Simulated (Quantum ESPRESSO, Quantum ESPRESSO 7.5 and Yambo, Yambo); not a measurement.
# A GW chain in Yambo: Bi2S2O (P4/nmm)

How does a plane-wave GW calculation on Bi2S2O (P4/nmm) run from the first input to the gap?

Method: PBEsol and many-body steps on it, plane waves, in Quantum ESPRESSO 7.5 and Yambo 5.3.0.

Report form: the programs' logs are mostly left out.

**1. Starting point**

It takes space group P4/nmm (No. 129, tetragonal). Conventional cell: a = 3.954 Å, b = 3.954 Å, c = 14.051 Å, α = 90.00°, β = 90.00°, γ = 90.00°. Nearest to Bi lie 5 S at 2.52 to 2.82 Å. Nearest to Bi lie 4 O at 2.34 Å and 4 S at 3.12 Å. Nearest to S lie 4 Bi at 2.82 Å. Nearest to S lie 5 Bi at 2.52 to 3.12 Å. Nearest to O lie 4 Bi at 2.34 Å. Farther neighbours and most contacts between anions are not listed.

The cell and positions are those that the Materials Project relaxed with its own functionals (PBE, PBE+U or r2SCAN), kept fixed. Spin-orbit coupling is left out unless a step names it.

**2. Ground state**

This step: Quantum ESPRESSO 7.5; DFT, PBEsol, plane waves, norm-conserving pseudopotentials.

The ground-state density comes first.

pw.in

```
&control
  calculation = 'scf'
  prefix = 'x'
  outdir = 'o'
  pseudo_dir = 'pseudo'
/
&system
  ibrav = 0
  nat = 10
  ntyp = 3
  ecutwfc = 76.0
  nbnd = 73
  force_symmorphic = .true.
/
&electrons
  conv_thr = 1e-10
  electron_maxstep = 80
  mixing_beta = 0.5
/
ATOMIC_SPECIES
  Bi 208.98 Bi.upf
  S 32.06 S.upf
  O 15.999 O.upf
CELL_PARAMETERS angstrom
  3.9541013900 0.0000000000 0.0000000000
  0.0000000000 3.9541013900 0.0000000000
  0.0000000000 0.0000000000 14.0505795800
ATOMIC_POSITIONS crystal
  Bi 0.0000000000 0.5000000000 0.8664958300
  Bi 0.5000000000 0.0000000000 0.1335041700
  Bi 0.5000000000 0.0000000000 0.5890931400
  Bi 0.0000000000 0.5000000000 0.4109068600
  S 0.5000000000 0.0000000000 0.8943134100
  S 0.0000000000 0.5000000000 0.1056865900
  S 0.0000000000 0.5000000000 0.6874875200
  S 0.5000000000 0.0000000000 0.3125124800
  O 0.0000000000 0.0000000000 0.5000000000
  O 0.5000000000 0.5000000000 0.5000000000
K_POINTS automatic
  6 6 2 0 0 0
```

Command:

```sh
$ OMP_NUM_THREADS=1 mpirun -n 4 pw.x -nk 4 -in pw.in > pw.out
```

Run time: 2.9 min. Hardware: 4 MPI ranks of Arm Neoverse V2, shared host; peak memory 1.4 GiB; 12 min of CPU time.

Numbers from this step:

- total energy: -27356.0075 eV
- gap: 0.9445 eV
- k of the valence top: 0, -0.5, 0
- k of the conduction bottom: 0, -0.5, 0
- least direct gap: 0.9445 eV

The gap is direct, at (0.000, -0.500, 0.000).

**3. Bands along the symmetry lines**

Levels along a band path, at the cheap level, show where the edges lie and whether the meshes to come will hold them.

pw.in

```
&control
  calculation = 'bands'
  prefix = 'x'
  outdir = 'o'
  pseudo_dir = 'pseudo'
/
&system
  ibrav = 0
  nat = 10
  ntyp = 3
  ecutwfc = 76.0
  nbnd = 70
  force_symmorphic = .true.
/
&electrons
  conv_thr = 1e-9
  electron_maxstep = 80
  diago_full_acc = .true.
  diago_thr_init = 5e-6
/
ATOMIC_SPECIES
  Bi 208.98 Bi.upf
  S 32.06 S.upf
  O 15.999 O.upf
CELL_PARAMETERS angstrom
  3.9541013900 0.0000000000 0.0000000000
  0.0000000000 3.9541013900 0.0000000000
  0.0000000000 0.0000000000 14.0505795800
ATOMIC_POSITIONS crystal
  Bi 0.0000000000 0.5000000000 0.8664958300
  Bi 0.5000000000 0.0000000000 0.1335041700
  Bi 0.5000000000 0.0000000000 0.5890931400
  Bi 0.0000000000 0.5000000000 0.4109068600
  S 0.5000000000 0.0000000000 0.8943134100
  S 0.0000000000 0.5000000000 0.1056865900
  S 0.0000000000 0.5000000000 0.6874875200
  S 0.5000000000 0.0000000000 0.3125124800
  O 0.0000000000 0.0000000000 0.5000000000
  O 0.5000000000 0.5000000000 0.5000000000
K_POINTS crystal
  75
  0.00000000 0.00000000 0.00000000 1
  0.00000000 0.06250000 0.00000000 1
  0.00000000 0.12500000 0.00000000 1
  0.00000000 0.18750000 0.00000000 1
  0.00000000 0.25000000 0.00000000 1
  0.00000000 0.31250000 0.00000000 1
  0.00000000 0.37500000 0.00000000 1
  0.00000000 0.43750000 0.00000000 1
  0.00000000 0.50000000 0.00000000 1
  0.06250000 0.50000000 0.00000000 1
  0.12500000 0.50000000 0.00000000 1
  0.18750000 0.50000000 0.00000000 1
  0.25000000 0.50000000 0.00000000 1
  0.31250000 0.50000000 0.00000000 1
  0.37500000 0.50000000 0.00000000 1
  0.43750000 0.50000000 0.00000000 1
  0.50000000 0.50000000 0.00000000 1
  0.43750000 0.43750000 0.00000000 1
  0.37500000 0.37500000 0.00000000 1
  0.31250000 0.31250000 0.00000000 1
  0.25000000 0.25000000 0.00000000 1
  0.18750000 0.18750000 0.00000000 1
  0.12500000 0.12500000 0.00000000 1
  0.06250000 0.06250000 0.00000000 1
  0.00000000 0.00000000 0.00000000 1
  0.00000000 0.00000000 0.06250000 1
  0.00000000 0.00000000 0.12500000 1
  0.00000000 0.00000000 0.18750000 1
  0.00000000 0.00000000 0.25000000 1
  0.00000000 0.00000000 0.31250000 1
  0.00000000 0.00000000 0.37500000 1
  0.00000000 0.00000000 0.43750000 1
  0.00000000 0.00000000 0.50000000 1
  0.00000000 0.06250000 0.50000000 1
  0.00000000 0.12500000 0.50000000 1
  0.00000000 0.18750000 0.50000000 1
  0.00000000 0.25000000 0.50000000 1
  0.00000000 0.31250000 0.50000000 1
  0.00000000 0.37500000 0.50000000 1
  0.00000000 0.43750000 0.50000000 1
  0.00000000 0.50000000 0.50000000 1
  0.06250000 0.50000000 0.50000000 1
  0.12500000 0.50000000 0.50000000 1
  0.18750000 0.50000000 0.50000000 1
  0.25000000 0.50000000 0.50000000 1
  0.31250000 0.50000000 0.50000000 1
  0.37500000 0.50000000 0.50000000 1
  0.43750000 0.50000000 0.50000000 1
  0.50000000 0.50000000 0.50000000 1
  0.43750000 0.43750000 0.50000000 1
  0.37500000 0.37500000 0.50000000 1
  0.31250000 0.31250000 0.50000000 1
  0.25000000 0.25000000 0.50000000 1
  0.18750000 0.18750000 0.50000000 1
  0.12500000 0.12500000 0.50000000 1
  0.06250000 0.06250000 0.50000000 1
  0.00000000 0.00000000 0.50000000 1
  0.00000000 0.50000000 0.00000000 1
  0.00000000 0.50000000 0.06250000 1
  0.00000000 0.50000000 0.12500000 1
  0.00000000 0.50000000 0.18750000 1
  0.00000000 0.50000000 0.25000000 1
  0.00000000 0.50000000 0.31250000 1
  0.00000000 0.50000000 0.37500000 1
  0.00000000 0.50000000 0.43750000 1
  0.00000000 0.50000000 0.50000000 1
  0.50000000 0.50000000 0.00000000 1
  0.50000000 0.50000000 0.06250000 1
  0.50000000 0.50000000 0.12500000 1
  0.50000000 0.50000000 0.18750000 1
  0.50000000 0.50000000 0.25000000 1
  0.50000000 0.50000000 0.31250000 1
  0.50000000 0.50000000 0.37500000 1
  0.50000000 0.50000000 0.43750000 1
  0.50000000 0.50000000 0.50000000 1
```

Run time: 2.3 min. Hardware: 4 MPI ranks; peak memory 0.88 GiB; 9.1 min of CPU time.

Numbers from this step:

* gap: 0.9445 eV
* k of the valence top: 0, 0.5, 0
* k of the conduction bottom: 0, 0.5, 0
* least direct gap: 0.9445 eV

The gap is 0.944 eV, as in the run before at this level.

Electronic bands along the path, in eV, zero at the top of the highest filled band:

| point | band 61 | band 62 | band 63 | band 64 | band 65 | band 66 | band 67 | band 68 |
| --- | --- | --- | --- | --- | --- | --- | --- | --- |
| Γ | -0.99 | -0.92 | -0.75 | -0.75 | 1.40 | 2.15 | 3.84 | 4.02 |
| halfway | -0.90 | -0.78 | -0.65 | -0.62 | 2.52 | 2.74 | 2.81 | 3.02 |
| X | -0.47 | -0.47 | 0.00 | 0.00 | 0.94 | 0.94 | 1.50 | 1.50 |
| halfway | -1.23 | -1.23 | -0.80 | -0.80 | 2.67 | 2.67 | 3.43 | 3.43 |
| M | -1.46 | -1.46 | -1.17 | -1.17 | 2.86 | 2.86 | 3.93 | 3.93 |
| halfway | -1.01 | -0.98 | -0.41 | -0.37 | 1.71 | 2.00 | 2.31 | 3.31 |
| Γ | -0.99 | -0.92 | -0.75 | -0.75 | 1.40 | 2.15 | 3.84 | 4.02 |
| halfway | -1.09 | -0.87 | -0.74 | -0.74 | 1.45 | 2.22 | 3.79 | 4.06 |
| Z | -1.10 | -0.90 | -0.73 | -0.73 | 1.51 | 2.27 | 3.78 | 4.11 |
| halfway | -0.91 | -0.64 | -0.64 | -0.53 | 2.37 | 2.77 | 2.92 | 3.02 |
| R | -0.50 | -0.50 | 0.00 | 0.00 | 0.95 | 0.95 | 1.50 | 1.50 |
| halfway | -1.18 | -1.18 | -1.15 | -1.15 | 2.97 | 2.97 | 3.14 | 3.14 |
| A | -1.46 | -1.46 | -1.04 | -1.04 | 3.04 | 3.04 | 3.69 | 3.69 |
| halfway | -1.00 | -0.85 | -0.52 | -0.25 | 1.69 | 1.95 | 2.30 | 3.65 |
| Z | -1.10 | -0.90 | -0.73 | -0.73 | 1.51 | 2.27 | 3.78 | 4.11 |
| jump to X | -0.47 | -0.47 | 0.00 | 0.00 | 0.94 | 0.94 | 1.50 | 1.50 |
| halfway | -0.49 | -0.49 | 0.00 | 0.00 | 0.95 | 0.95 | 1.50 | 1.50 |
| R | -0.50 | -0.50 | 0.00 | 0.00 | 0.95 | 0.95 | 1.50 | 1.50 |
| jump to M | -1.46 | -1.46 | -1.17 | -1.17 | 2.86 | 2.86 | 3.93 | 3.93 |
| halfway | -1.46 | -1.46 | -1.10 | -1.10 | 2.94 | 2.94 | 3.80 | 3.80 |
| A | -1.46 | -1.46 | -1.04 | -1.04 | 3.04 | 3.04 | 3.69 | 3.69 |

**4. Empty states on the mesh, 4×4×1 mesh, 295 bands**

The sums over transitions need many empty states on a uniform mesh; this step solves for them.

pw.in

```
&control
  calculation = 'nscf'
  prefix = 'x'
  outdir = 'o'
  pseudo_dir = 'pseudo'
/
&system
  ibrav = 0
  nat = 10
  ntyp = 3
  ecutwfc = 76.0
  nbnd = 295
  force_symmorphic = .true.
/
&electrons
  conv_thr = 1e-9
  electron_maxstep = 80
  diago_full_acc = .true.
  diago_thr_init = 5e-6
/
ATOMIC_SPECIES
  Bi 208.98 Bi.upf
  S 32.06 S.upf
  O 15.999 O.upf
CELL_PARAMETERS angstrom
  3.9541013900 0.0000000000 0.0000000000
  0.0000000000 3.9541013900 0.0000000000
  0.0000000000 0.0000000000 14.0505795800
ATOMIC_POSITIONS crystal
  Bi 0.0000000000 0.5000000000 0.8664958300
  Bi 0.5000000000 0.0000000000 0.1335041700
  Bi 0.5000000000 0.0000000000 0.5890931400
  Bi 0.0000000000 0.5000000000 0.4109068600
  S 0.5000000000 0.0000000000 0.8943134100
  S 0.0000000000 0.5000000000 0.1056865900
  S 0.0000000000 0.5000000000 0.6874875200
  S 0.5000000000 0.0000000000 0.3125124800
  O 0.0000000000 0.0000000000 0.5000000000
  O 0.5000000000 0.5000000000 0.5000000000
K_POINTS automatic
  4 4 1 0 0 0
```

Elapsed: 2.3 min, on 4 MPI ranks; peak memory 2 GiB; 9.2 min of CPU time.

This step gave:

| Quantity | Value |
| --- | --- |
| gap | 0.9445 eV |
| k of the valence top | 0, -0.5, 0 |
| k of the conduction bottom | 0, -0.5, 0 |
| least direct gap | 0.9445 eV |
| k points computed | 6 |
| lowest point of the top converged band, above the valence top | 50.1380 eV |

On this mesh the gap is 0.944 eV.

**5. Conversion and set-up**

This step: Yambo 5.3.0; conversion and set-up on PBEsol, plane waves, norm-conserving pseudopotentials.

The states are converted to the many-body program's format and the q mesh is built.

Command:

```sh
$ (cd o/x.save; p2y > p2y.log; mv SAVE ../..); yambo > setup.log
```

Wall time 3.2 s (1 MPI rank); peak memory 0.26 GiB.

**6. Screening and self-energy, 4×4×1 mesh, 295 bands, screening to 115.6 eV**

Now the one-shot GW correction: screening in the RPA, then the self-energy of the levels asked for.

This step: G0W0 on PBEsol, plane waves, norm-conserving pseudopotentials.

gw1.in

```
HF_and_locXC
gw0
dyson
ppa
em1d
rim_cut
RandQpts= 1000000
RandGvec= 1 RL
EXXRLvcs= 76 Ry
VXCRLvcs= 304 Ry
Chimod= "HARTREE"
% BndsRnXp
 1 | 295 |
%
NGsBlkXp= 8.5 Ry
% LongDrXp
 1 | 1 | 1 |
%
% GbndRnge
 1 | 295 |
%
DysSolver= "n"
ExtendOut
PPAPntXp= 27.21138 eV
% QPkrange
 1 | 6 | 55 | 70 |
%
```

Command:

```sh
$ OMP_NUM_THREADS=1 mpirun -n 4 yambo -F gw1.in -J gw1 -C gw1 > gw1.log
```

Run time: 32 min. Hardware: 4 MPI ranks; peak memory 5.6 GiB.

This step gave:

| Quantity | Value |
| --- | --- |
| G0W0 gap on the mesh | 1.308 eV |
| starting gap on the mesh | 0.9445 eV |
| k of the valence top | 0, -0.5, 0 |
| k of the conduction bottom | 0, -0.5, 0 |
| least direct G0W0 gap on the computed points | 1.308 eV |
| Z at the valence top | 0.7906 |
| Z at the conduction bottom | 0.8033 |

The gap on the mesh goes from 0.94 eV to 1.31 eV, a correction of +0.36 eV.

Limits: finite bands, cutoff and mesh; no spin-orbit coupling; coarse k mesh. v1 is the top filled band, c1 the lowest empty one. The levels before and after the correction (eV, zero at the valence-band top of each column):

|  | conduction bottom | valence top |
| --- | --- | --- |
| Kohn-Sham | 0.94 | 0.00 |
| G0W0 | 1.31 | 0.00 |

|  | level | energy (eV) |
| --- | --- | --- |
| Kohn-Sham | (0 -0.5 0) v4-v3 | -0.473 |
| Kohn-Sham | (0 -0.5 0) v2-v1 | 0.000 |
| Kohn-Sham | (0 -0.5 0) c1-c2 | 0.944 |
| Kohn-Sham | (0 -0.5 0) c3-c4 | 1.501 |
| G0W0 | (0 -0.5 0) v4-v3 | -0.527 |
| G0W0 | (0 -0.5 0) v2-v1 | 0.000 |
| G0W0 | (0 -0.5 0) c1-c2 | 1.308 |
| G0W0 | (0 -0.5 0) c3-c4 | 1.957 |

**7. Where the time went**

Times are wall times on the hardware named with each run, good to a factor of about two.

| step | time | share | memory (GiB) |
| --- | --- | --- | --- |
| ground state | 2.9 min | 7 % | 1.4 |
| bands along the symmetry lines | 2.3 min | 6 % | 0.88 |
| empty states on the mesh | 2.3 min | 6 % | 2.0 |
| conversion and set-up | 3.2 s | 0 % | 0.26 |
| screening and self-energy | 32 min | 81 % | 5.6 |

**8. Results**

| Property | Result |
| --- | --- |
| PBEsol gap | 0.94 eV, direct |
| G0W0 gap on the mesh | 1.31 eV |
| GW settings | 4×4×1 mesh, 295 bands, screening to 115.6 eV, Godby-Needs plasmon pole |
| known limits | not at the basis limit; no spin-orbit coupling; coarse k mesh |

**Reading.** G0W0 moves the gap on the mesh from 0.94 eV to 1.31 eV (+0.36 eV), with Z of 0.79 and 0.80 at the edges. The dearest step here is «screening and self-energy». Bands and cutoff are finite, so the gap is not at the basis limit. The miss can reach some tenths of an eV and take either sign; the mesh is an error of its own. The 4×4×1 mesh is coarse for this cell, which bears on the long-range parts of exchange and screening. Where an edge is built on 6p states of lead, bismuth or thallium, scalar-relativistic gaps usually stand too wide, by a few tenths to over one eV. The many-body steps are scalar-relativistic: spin-orbit coupling is not in them.

[Paths, hosts, dates, memory and timing lines, banners, echoed tables and standing remarks are left out of the program output.]

[Logs are printed without paths, hosts, clocks, repeated set-up lines and the standing remarks that a program may print on its own settings, such as how far it seeks lower states.]

[Runs of the session that timed out or met a known fault of the program may be left out.]

[Hosts, paths, dates, database ids (printed as entryN), source tags and the programs' standing remarks are cut or masked in the printed files.]
